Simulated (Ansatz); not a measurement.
# Band gap of CsPbCl3 (Pm-3m) from density functionals to GW

Aim: the gap of CsPbCl3 (Pm-3m) at several levels of theory on one structure, with the time that each takes.

Program: Ansatz 0.2.0. Level of theory: density functionals, hybrids and G0W0, plane waves, PAW. Results are calculated unless marked as measured.

## Step 1: The structure

It takes space group Pm-3m (No. 221, cubic). The conventional cell has a = 5.605 Å, b = 5.605 Å, c = 5.605 Å, α = 90.00°, β = 90.00°, γ = 90.00°. Nearest to Cs lie 12 Cl at 3.96 Å. Nearest to Pb lie 6 Cl at 2.80 Å. Nearest to Cl lie 2 Pb at 2.80 Å and 4 Cs at 3.96 Å. Farther neighbours and most contacts between anions are not listed.

The cell and positions come from the Crystallography Open Database and are kept as given unless a step says otherwise. Spin-orbit coupling is left out unless a step names it. The default PAW set here is soft_2. Its files were made with PBE.

## Step 2: LDA on the 4×4×4 mesh

This step: DFT, LDA, plane waves, PAW.

Contents of input.yaml:

```yaml
crystal:
  lattice:
    - [5.605, 0.0, 0.0]
    - [0.0, 5.605, 0.0]
    - [0.0, 0.0, 5.605]
  atoms:
    - { symbol: Cs, position: [0.0, 0.0, 0.0] }
    - { symbol: Pb, position: [0.5, 0.5, 0.5] }
    - { symbol: Cl, position: [0.5, 0.5, 0.0] }
    - { symbol: Cl, position: [0.0, 0.5, 0.5] }
    - { symbol: Cl, position: [0.5, 0.0, 0.5] }
kpoints:
  mp_grid: { grid: [4, 4, 4] }
  band_path:
    path: [[0.0, 0.0, 0.0], [0.0, 0.5, 0.0], [0.5, 0.5, 0.0], [0.5, 0.5, 0.5]]
    npoints: 1
hamiltonian:
  xc: lda
scf:
  occupations: { method: fixed }
  n_extra_bands: 5
output:
  forces: true
  stress: true
  eigenvalues: true
```

Run with:

```bash
$ ansatz run input.yaml --threads 3 --pin off --max-ram 64512MiB --backend cuda --events-out ev --progress --plain --runs-dir out --devices 1 --max-vram 24GiB  # rebuilt from the run's record
```

Numbers of over 12 decimals in the logs are rounded to 6 here.

Output:

```text
scf.n_extra_bands = 5 over 22 filled bands (N_el = 44.0): the run solves 27 bands
GPUs: using 1 of 1 available (devices: 1).
Engine: ansatz 0.2.0, x86_64-unknown-linux-gnu
Pseudopotentials: kind: paw
Pseudopotential: Cs, paw, valence charge 9, recommended cutoff 420 eV (normal), Cs.paw.azcp
Pseudopotential: Pb, paw, valence charge 14, recommended cutoff 420 eV (normal), Pb.paw.azcp
Pseudopotential: Cl, paw, valence charge 7, recommended cutoff 420 eV (normal), Cl.paw.azcp
Functional definition: SPW92
  exchange = slater_x
  correlation = pw_c
device memory: the entry about to start is reckoned to put 1.4 GiB on a device that reports 62.2 GiB free (of which the cap on the GPU budget leaves the run 24.0 GiB)
GPU FFT provider: cuFFT
GPU libraries: cuBLAS 13.8.1, cuFFT 12.4.0, cuSOLVER 12.3.2
Crystal: 5 atoms, lattice volume = 176.087 Å³
Basis set: ecut = 420 eV, 3407 PW (Γ)
Bands: 27, of which v1, the nominal top of the filled ones, is band 22 counted from 1 (21 counted from 0)
Symmetry: 48 space group operations
Space group: Pm-3m (ITA 221), of the structure as read, at distance tolerance 5.6e-5 Å
k-points: 10 of 64
Non-local potential: Cs, projectors of the file, l = 0: 3, l = 1: 2, l = 2: 2, l = 3: 2
Non-local potential: Pb, projectors of the file, l = 0: 2, l = 1: 2, l = 2: 2, l = 3: 2
Non-local potential: Cl, projectors of the file, l = 0: 2, l = 1: 2, l = 2: 2
PAW form: soft (Blöchl's): semilocal exchange-correlation on the pseudo side does not see the compensation charge
PAW frozen core: Cs, regenerated for the run's functional, and the local potential with it (the file was generated under x = pbe(κ = 0.804, μ = 0.219515), c = pbe(β = 0.066725))
PAW frozen core: Pb, regenerated for the run's functional, and the local potential with it (the file was generated under x = pbe(κ = 0.804, μ = 0.219515), c = pbe(β = 0.066725))
PAW frozen core: Cl, regenerated for the run's functional, and the local potential with it (the file was generated under x = pbe(κ = 0.804, μ = 0.219515), c = pbe(β = 0.066725))
PAW one-centre angular grid: Cs, 194 points (default); XC on 64 Gauss nodes
PAW one-centre angular grid: Pb, 590 points (default); XC on 64 Gauss nodes
PAW one-centre angular grid: Cl, 110 points (default); XC on 64 Gauss nodes
Initial density: superposition of atomic densities (neutral atoms: chi_scale 0, normalization atom), corrected by the library's trained network
Initial wavefunctions: pseudopotential atomic-orbital guess
GPU buffer pool allocated for 64000 grid points (all kernels)
GPU transforms: local potential and band sums: pruned to the plane-wave sphere, on 40×40×40
Functional: x = slater, c = lda
SCF iter   1: F=—  HF=-20246.733946 eV  |F-HF|=—  |Δ(HF+E_count)|=         —  Δρ=5.28e-3  dr2=5.68e-2  ethr=1.77e-3  ⟨swp⟩=4.7  Hψ=1175  notcnv=0  defer=23
preconditioner: auto → Resta (q_TF=auto, 2.165 Å⁻¹)  ε∞=3.0  [insulator: Δε(μ)=1.649 eV  Ē_g=12.934 eV  n_scr=26 (ndim 8)  ℏωp=18.1 eV  f_vac=0.062  ε∞_Penn≈3.0]
SCF iter   2: F=—  HF=-20246.717803 eV  |F-HF|=—  |Δ(HF+E_count)|=   1.61e-2  Δρ=2.46e-3  dr2=8.29e-3  ethr=1.29e-4  ⟨swp⟩=2.9  Hψ=538  notcnv=0  defer=27
SCF iter   3: F=—  HF=-20246.715428 eV  |F-HF|=—  |Δ(HF+E_count)|=   2.38e-3  Δρ=5.94e-4  dr2=6.39e-4  ethr=1.88e-5  ⟨swp⟩=2.7  Hψ=453  notcnv=0  defer=28
SCF iter   4: F=—  HF=-20246.715331 eV  |F-HF|=—  |Δ(HF+E_count)|=   9.68e-5  Δρ=9.85e-5  dr2=2.39e-5  ethr=1.45e-6  ⟨swp⟩=2.5  Hψ=381  notcnv=0  defer=27
SCF iter   5: F=—  HF=-20246.715288 eV  |F-HF|=—  |Δ(HF+E_count)|=   4.33e-5  Δρ=2.78e-5  dr2=2.14e-6  ethr=5.43e-8  ⟨swp⟩=2.8  Hψ=477  notcnv=0  defer=20
SCF iter   6: F=-20246.715288 eV  HF=-20246.715288 eV  |F-HF|=2.45e-9  |Δ(HF+E_count)|=   6.33e-7  Δρ=4.46e-6  dr2=6.35e-8  ethr=2.27e-10  ⟨swp⟩=11.8  Hψ=1900  notcnv=0
SCF 1 converged in 6 iterations: F = -20246.715288 eV  dr2 = 6.35e-8
[...]
concurrent solve slots: 2 of 3 are kept, ahead of what memory takes: no pass of the eigensolver takes more rounds on 2
device memory: the entry about to start is reckoned to put 1.2 GiB on a device that reports 62.2 GiB free (of which the cap on the GPU budget leaves the run 24.0 GiB)
NSCF: frozen V_eff on 4 k-points
SCF converged after 6 iterations
Free energy (F): -20246.715288 eV
Harris-Foulkes:  -20246.715288 eV  (|F-HF|=2.45e-9)
Internal energy: -20246.715288 eV  (E = F + TS)
E sigma→0 (E₀):  -20246.715288 eV
Fermi energy:    3.772330 eV
--- Per-component energies (eV) ---
  E_band       = -245.934366
  E_kinetic    = 911.677857
  E_local      = -2675.599906  (includes V_loc(G=0)·N_el)
  E_nonlocal   = 477.462495
  E_hartree    = 1006.707030
  E_xc         = -709.792399
  E_vxc        = -624.386005  (∫ρ·V_xc dr)
  E_paw        = -16877.735724  (= ΣΔE_a)
  E_vpaw       = -348.510027  (= ΣTr[D̂ρ^β])
  E_aug_tail   = 0.000342  (compensation charges beyond the density's cutoff)
  E_ewald      = -2380.199303
  E_core_change = 0.764318  (= ΣΔE_core)
  E_smearing   = -0.000000  (= −TS)
  E_closure    = -0.000000  (closes the sum)
  Σ components = -20246.715288   (vs F -20246.715288, Δ=0.00e0)
--- Forces (eV/Å), atoms counted from 1 ---
  atom   1  Cs    -0.00000000     0.00000000    -0.00000000
  atom   2  Pb     0.00000000     0.00000000     0.00000000
  atom   3  Cl     0.00000000    -0.00000000     0.00000000
  atom   4  Cl     0.00000000     0.00000000     0.00000000
  atom   5  Cl     0.00000000     0.00000000     0.00000000
  max |Σ_I F_I| component: 4.77e-24 eV/Å
--- Stress (GPa, compression-positive) ---
       -1.112350       0.000000      -0.000000
        0.000000      -1.112350       0.000000
        0.000000       0.000000      -1.112350
  P = ⅓ Tr σ = -1.1123 GPa (-11.123 kbar)
--- Band table (eV; the first three rows and the last of 10) ---
  k-point 0: bands = [... 18 lower, 1.1918, 1.3041, 1.3041, 1.3041, 6.7638, 7.8237, 7.8237, 8.7837, ... 1 higher]
  k-point 1: bands = [... 18 lower, 1.1388, 1.2459, 1.2459, 1.3802, 7.3055, 8.1825, 8.2472, 8.4367, ... 1 higher]
  k-point 2: bands = [... 18 lower, 1.0874, 1.1861, 1.1861, 2.1080, 6.6391, 8.1835, 8.7795, 8.9499, ... 1 higher]
  k-point 9: bands = [... 18 lower, 1.6376, 1.6376, 1.6376, 3.7723, 5.5048, 5.5048, 5.5048, 8.5605, ... 1 higher]
```

The job ended after 4.3 s (1 × NVIDIA H100 80GB HBM3 (shared by 3 runs) with 3 threads of AMD EPYC 7R13 (Zen 3), shared host; peak memory 1 GiB; 2.7 s of CPU time).

This step gave:

- pressure: -1.112 GPa
- gap: 1.732 eV
- valence top at: R
- conduction bottom at: R
- least direct gap: 1.732 eV

Over mesh and listed points the gap is 1.732 eV, direct, at k = (0.500, 0.500, 0.500).

## Step 3: PBE on the 4×4×4 mesh

Levels along a band path and on the mesh show where this functional puts the band edges.

This step: DFT, PBE, plane waves, PAW.

input.yaml: that of step 2 with these lines changed.

```diff
@@ -14,8 +14,10 @@
   band_path:
-    path: [[0.0, 0.0, 0.0], [0.0, 0.5, 0.0], [0.5, 0.5, 0.0], [0.5, 0.5, 0.5]]
-    npoints: 1
+    path:
+      - [[0.0, 0.0, 0.0], [0.0, 0.5, 0.0], [0.5, 0.5, 0.0], [0.0, 0.0, 0.0], [0.5, 0.5, 0.5], [0.0, 0.5, 0.0]]
+      - [[0.5, 0.5, 0.5], [0.5, 0.5, 0.0]]
+    npoints: 10
 hamiltonian:
-  xc: lda
+  xc: pbe
 scf:
-  occupations: { method: fixed }
+  occupations: { method: fermi_dirac, width: 0.02 }
   n_extra_bands: 5
@@ -25 +27,5 @@
   eigenvalues: true
+  write_density: true
+  write_potential: true
+  elf: true
+  volumetric_format: npy
```

Output:

```text
[...]
GPUs: using 1 of 1 available (devices: 1).
[...]
GPU FFT provider: cuFFT
GPU libraries: cuBLAS 13.8.1, cuFFT 12.4.0, cuSOLVER 12.3.2
Crystal: 5 atoms, lattice volume = 176.087 Å³
Basis set: ecut = 420 eV, 3407 PW (Γ), exchange–correlation on 80×80×80 points (8 copies of the dense FFT grid, shifted against one another)
Bands: 27, of which v1, the nominal top of the filled ones, is band 22 counted from 1 (21 counted from 0)
Symmetry: 48 space group operations
[...]
k-points: 10 of 64
[...]
GPU buffer pool allocated for 64000 grid points (all kernels)
[...]
SCF iter   1: F=—  HF=-20823.255557 eV  |F-HF|=—  |Δ(HF+E_count)|=         —  Δρ=5.11e-4  dr2=5.92e-4  ethr=1.77e-3  ⟨swp⟩=8.0  Hψ=1400  notcnv=0
[...]
SCF iter   6: F=-20823.254568 eV  HF=-20823.254568 eV  |F-HF|=1.15e-9  |Δ(HF+E_count)|=   7.12e-8  Δρ=5.97e-7  dr2=1.12e-9  ethr=1.05e-10  ⟨swp⟩=11.2  Hψ=2028  notcnv=0
SCF 1 converged in 6 iterations: F = -20823.254568 eV  dr2 = 1.12e-9
[...]
NSCF: frozen V_eff on 62 k-points, pencils in batches of 32, up to order 120
SCF converged after 6 iterations
Free energy (F): -20823.254568 eV
[...]
Internal energy: -20823.254568 eV  (E = F + TS)
E sigma→0 (E₀):  -20823.254568 eV
Fermi energy:    5.074313 eV
[...]
--- Stress (GPa, compression-positive) ---
        1.856810      -0.000000      -0.000000
        0.000000       1.856810      -0.000000
        0.000000       0.000000       1.856810
  P = ⅓ Tr σ = 1.8568 GPa (18.568 kbar)
--- Band table (eV; the first three rows and the last of 10) ---
  k-point 0: bands = [... 18 lower, 1.4707, 1.5782, 1.5782, 1.5782, 7.4573, 8.3925, 8.3925, 9.3016, ... 1 higher]
  k-point 1: bands = [... 18 lower, 1.4216, 1.5233, 1.5233, 1.6771, 7.9621, 8.7425, 8.7969, 8.9438, ... 1 higher]
  k-point 2: bands = [... 18 lower, 1.3729, 1.4678, 1.4678, 2.4264, 7.1388, 8.7951, 9.3023, 9.4428, ... 1 higher]
  k-point 9: bands = [... 18 lower, 1.8981, 1.8981, 1.8981, 4.1221, 6.0485, 6.0485, 6.0485, 9.2141, ... 1 higher]
```

Wall time 2.9 s (1 × NVIDIA H100 80GB HBM3 (shared by 3 runs) with 3 threads); peak memory 1 GiB.

This step gave:

* pressure: 1.857 GPa
* filled bands: 22
* gap: 1.926 eV
* valence top at: R
* conduction bottom at: R
* least direct gap: 1.926 eV

Over mesh and path the gap is 1.926 eV, direct, at k = (0.500, 0.500, 0.500). PBE against LDA: 1.926 − 1.732 = +0.194 eV, with the same mesh, files and cutoff, and both edges at the same k points.

## Step 4: PBE+SOC on the 4×4×4 mesh

This run has two-component orbitals with spin-orbit coupling.

This step: DFT, PBE with spin-orbit coupling, plane waves, PAW.

input.yaml, the sections that differ from step 3:

```yaml
kpoints:
  mp_grid: { grid: [4, 4, 4] }
  band_path:
    path: [[0.0, 0.0, 0.0], [0.0, 0.5, 0.0], [0.5, 0.5, 0.0], [0.5, 0.5, 0.5]]
    npoints: 1
scf:
  occupations: { method: fixed }
  n_extra_bands: 10
magnetization:
  noncollinear: true
  spin_orbit: true
output:
  forces: true
  stress: true
  eigenvalues: true
# crystal, hamiltonian: as in step 3
```

Output:

```text
[...]
GPUs: using 1 of 1 available (devices: 1).
[...]
non-collinear run that drives no moment, with spin-orbit: no starting moment large enough to seed its density (crystal.atoms[].spin), no starting occupations that ask for one, no magnetisation constraint and no magnetic field, so the semilocal B_xc is pinned to zero
[...]
k-point 0: bands = [... 40 lower, 1.6106, 1.6106, 1.6106, 1.6106, 7.4495, 7.4495, 8.3814, 8.3814, ... 6 higher]
  k-point 1: bands = [... 40 lower, 1.5502, 1.5502, 1.6841, 1.6841, 7.8695, 7.8695, 8.2079, 8.2079, ... 6 higher]
  k-point 2: bands = [... 40 lower, 1.4802, 1.4802, 2.4369, 2.4369, 6.7531, 6.7531, 8.7067, 8.7067, ... 6 higher]
  k-point 9: bands = [... 40 lower, 1.8999, 1.8999, 4.1449, 4.1449, 4.8403, 4.8403, 6.4861, 6.4861, ... 6 higher]
[key lines of the parts left out:]
SCF converged after 8 iterations
Magnetization: |M| = 0.0000 μB,  M = (+0.0000, +0.0000, +0.0000) μB
Free energy (F): -20865.946244 eV
Fermi energy:    4.144855 eV
P = ⅓ Tr σ = 1.7533 GPa (17.533 kbar)
```

The job ended after 3.8 s (1 × NVIDIA H100 80GB HBM3 (shared by 3 runs) with 3 threads; peak memory 1.1 GiB; 6.4 s of CPU time).

This step gave:

```
pressure             : 1.753 GPa
gap                  : 0.6955 eV
valence top at       : R
conduction bottom at : R
least direct gap     : 0.6955 eV
```

Over mesh and listed points the gap is 0.695 eV, direct, at k = (0.500, 0.500, 0.500). PBE+SOC against PBE: 0.695 − 1.926 = −1.231 eV, with the same mesh, set of files (read in its fully relativistic form for the spin-orbit run) and cutoff, and both edges at the same k points. The spin-orbit run sees mesh and listed points alone, so its gap is an upper bound: the coupling can move an edge off these points, and the change over the zone, its sign included where it is small, is not known.

## Step 5: r2SCAN on the 4×4×4 mesh

r2SCAN is a meta-GGA: it depends on the kinetic-energy density as well as on the density and its gradient.

This step: DFT, r2SCAN, plane waves, PAW.

input.yaml: that of step 4 with these lines changed.

```diff
@@ -17,9 +17,6 @@
 hamiltonian:
-  xc: pbe
+  xc: r2scan
 scf:
   occupations: { method: fixed }
-  n_extra_bands: 10
-magnetization:
-  noncollinear: true
-  spin_orbit: true
+  n_extra_bands: 5
 output:
```

Output:

```text
[...]
GPUs: using 1 of 1 available (devices: 1).
[...]
GPU FFT provider: cuFFT
GPU libraries: cuBLAS 13.8.1, cuFFT 12.4.0, cuSOLVER 12.3.2
Crystal: 5 atoms, lattice volume = 176.087 Å³
Basis set: ecut = 500 eV, 4457 PW (Γ), exchange–correlation on 180×180×180 points (64 copies of the dense FFT grid, shifted against one another)
[...]
k-point 0: bands = [... 18 lower, 1.0569, 1.1693, 1.1693, 1.1693, 7.7084, 8.5144, 8.5144, 9.5095, ... 1 higher]
  k-point 1: bands = [... 18 lower, 1.0086, 1.1138, 1.1138, 1.3045, 8.2169, 8.9266, 8.9320, 9.1209, ... 1 higher]
  k-point 2: bands = [... 18 lower, 0.9603, 1.0575, 1.0575, 2.1210, 7.3283, 9.0301, 9.4541, 9.6607, ... 1 higher]
  k-point 9: bands = [... 18 lower, 1.4963, 1.4963, 1.4963, 3.9195, 6.2083, 6.2083, 6.2083, 9.5614, ... 1 higher]
[key lines of the parts left out:]
SCF converged after 6 iterations
Free energy (F): -20866.130419 eV
Fermi energy:    3.919524 eV
P = ⅓ Tr σ = 1.0634 GPa (10.634 kbar)
```

Run time: 4.9 s. Hardware: 1 × NVIDIA H100 80GB HBM3 (shared by 3 runs) with 3 threads; peak memory 1.2 GiB.

This step gave:

```yaml
pressure: 1.063 GPa
gap: 2.289 eV
valence_top_at: R
conduction_bottom_at: R
least_direct_gap: 2.289 eV
```

Over mesh and listed points the gap is 2.289 eV, direct, at k = (0.500, 0.500, 0.500). r2SCAN against PBE: 2.289 − 1.926 = +0.363 eV. The runs also differ in plane-wave cutoff (420 eV and 500 eV), so how much of this comes from the functional alone is not known.

## Step 6: HSE06 on the 4×4×4 mesh

HSE06 mixes in a quarter of exact exchange at short range.

This step: DFT, HSE06, plane waves, PAW.

input.yaml: that of step 5 with these lines changed.

```diff
@@ -17,3 +17,3 @@
 hamiltonian:
-  xc: r2scan
+  xc: hse06
 scf:
```

Output:

```text
[...]
P = ⅓ Tr σ = 1.4156 GPa (14.156 kbar)
--- Band table (eV; the first three rows and the last of 10) ---
  k-point 0: bands = [... 18 lower, 0.4673, 0.6038, 0.6038, 0.6038, 7.7665, 8.7123, 8.7123, 9.6819, ... 1 higher]
  k-point 1: bands = [... 18 lower, 0.4171, 0.5425, 0.5425, 0.8043, 8.2901, 9.1067, 9.1372, 9.3549, ... 1 higher]
  k-point 2: bands = [... 18 lower, 0.3666, 0.4803, 0.4803, 1.7452, 7.4625, 9.1536, 9.6724, 9.9242, ... 1 higher]
  k-point 9: bands = [... 18 lower, 0.9303, 0.9303, 0.9303, 3.7149, 6.3139, 6.3139, 6.3139, 9.5846, ... 1 higher]
[key lines of the parts left out:]
Free energy (F): -20833.958088 eV
Fermi energy:    3.714883 eV
```

Run time: 23 s. Hardware: 1 × NVIDIA H100 80GB HBM3 (shared by 3 runs) with 3 threads; peak memory 3.2 GiB.

Numbers from this step:

```yaml
gap: 2.599 eV
valence_top_at: R
conduction_bottom_at: R
least_direct_gap: 2.599 eV
exact_exchange_fraction: 0.25
```

Over mesh and listed points the gap is 2.599 eV, direct, at k = (0.500, 0.500, 0.500). HSE06 against PBE: 2.599 − 1.926 = +0.673 eV, with the same mesh, files and cutoff, and both edges at the same k points. The program's warnings for this run: stress exchange threshold loose; stress scf threshold loose.

## Step 7: PBE0 on the 4×4×4 mesh

PBE0 mixes in a quarter of exact exchange at all distances.

This step: DFT, PBE0, plane waves, PAW.

input.yaml: that of step 6 with these lines changed.

```diff
@@ -17,3 +17,3 @@
 hamiltonian:
-  xc: hse06
+  xc: pbe0
 scf:
```

Output:

```text
[...]
GPUs: using 1 of 1 available (devices: 1).
[...]
GPU FFT provider: cuFFT
GPU libraries: cuBLAS 13.8.1, cuFFT 12.4.0, cuSOLVER 12.3.2
Crystal: 5 atoms, lattice volume = 176.087 Å³
Basis set: ecut = 420 eV, 3407 PW (Γ), exchange–correlation on 80×80×80 points (8 copies of the dense FFT grid, shifted against one another)
[...]
P = ⅓ Tr σ = 1.4077 GPa (14.077 kbar)
--- Band table (eV; the first three rows and the last of 10) ---
  k-point 0: bands = [... 18 lower, 0.0648, 0.2040, 0.2040, 0.2040, 8.1110, 9.0695, 9.0695, 10.0417, ... 1 higher]
  k-point 1: bands = [... 18 lower, 0.0135, 0.1412, 0.1412, 0.4145, 8.6407, 9.4650, 9.4988, 9.7194, ... 1 higher]
  k-point 2: bands = [... 18 lower, -0.0378, 0.0773, 0.0773, 1.3781, 7.8033, 9.5146, 10.0398, 10.2985, ... 1 higher]
  k-point 9: bands = [... 18 lower, 0.5359, 0.5359, 0.5359, 3.3905, 6.6374, 6.6374, 6.6374, 9.9415, ... 1 higher]
[key lines of the parts left out:]
Free energy (F): -20830.562801 eV
Fermi energy:    3.390525 eV
```

It took 23 s on 1 × NVIDIA H100 80GB HBM3 (shared by 3 runs) with 3 threads; peak memory 3.2 GiB.

Numbers from this step:

| Property | Result |
| --- | --- |
| gap | 3.247 eV |
| valence top at | R |
| conduction bottom at | R |
| least direct gap | 3.247 eV |
| exact-exchange fraction | 0.25 |

Over mesh and listed points the gap is 3.247 eV, direct, at k = (0.500, 0.500, 0.500). PBE0 against HSE06: 3.247 − 2.599 = +0.648 eV, with the same mesh, files and cutoff, and both edges at the same k points. The program's warnings for this run: stress exchange threshold loose; stress scf threshold loose.

(Part 1 of 2 ends here.)

[Paths, hosts, dates, memory and timing lines, banners, echoed tables and standing remarks are left out of the program output.]

[Logs are printed without paths, hosts, clocks, repeated set-up lines and the standing remarks that a program may print on its own settings, such as how far it seeks lower states.]

[Runs of the session that timed out or met a known fault of the program may be left out.]

[Cells called generated may have been cut or substituted from an entry of the Crystallography Open Database or the Materials Project.]

[Hosts, paths, dates, database ids (printed as entryN), source tags and the programs' standing remarks are cut or masked in the printed files.]

[Where an RPA ε∞ is given, it is that of the G0W0 mesh and is not shown converged in it. Names of k-points follow the symmetry that the program found, which can be lower than the space group named. Band edges on a path are those of the sampled points; other points can move an edge, and change direct to indirect where valleys lie close.]

[Hybrid gaps are those of their k-mesh and are not shown converged in it.]
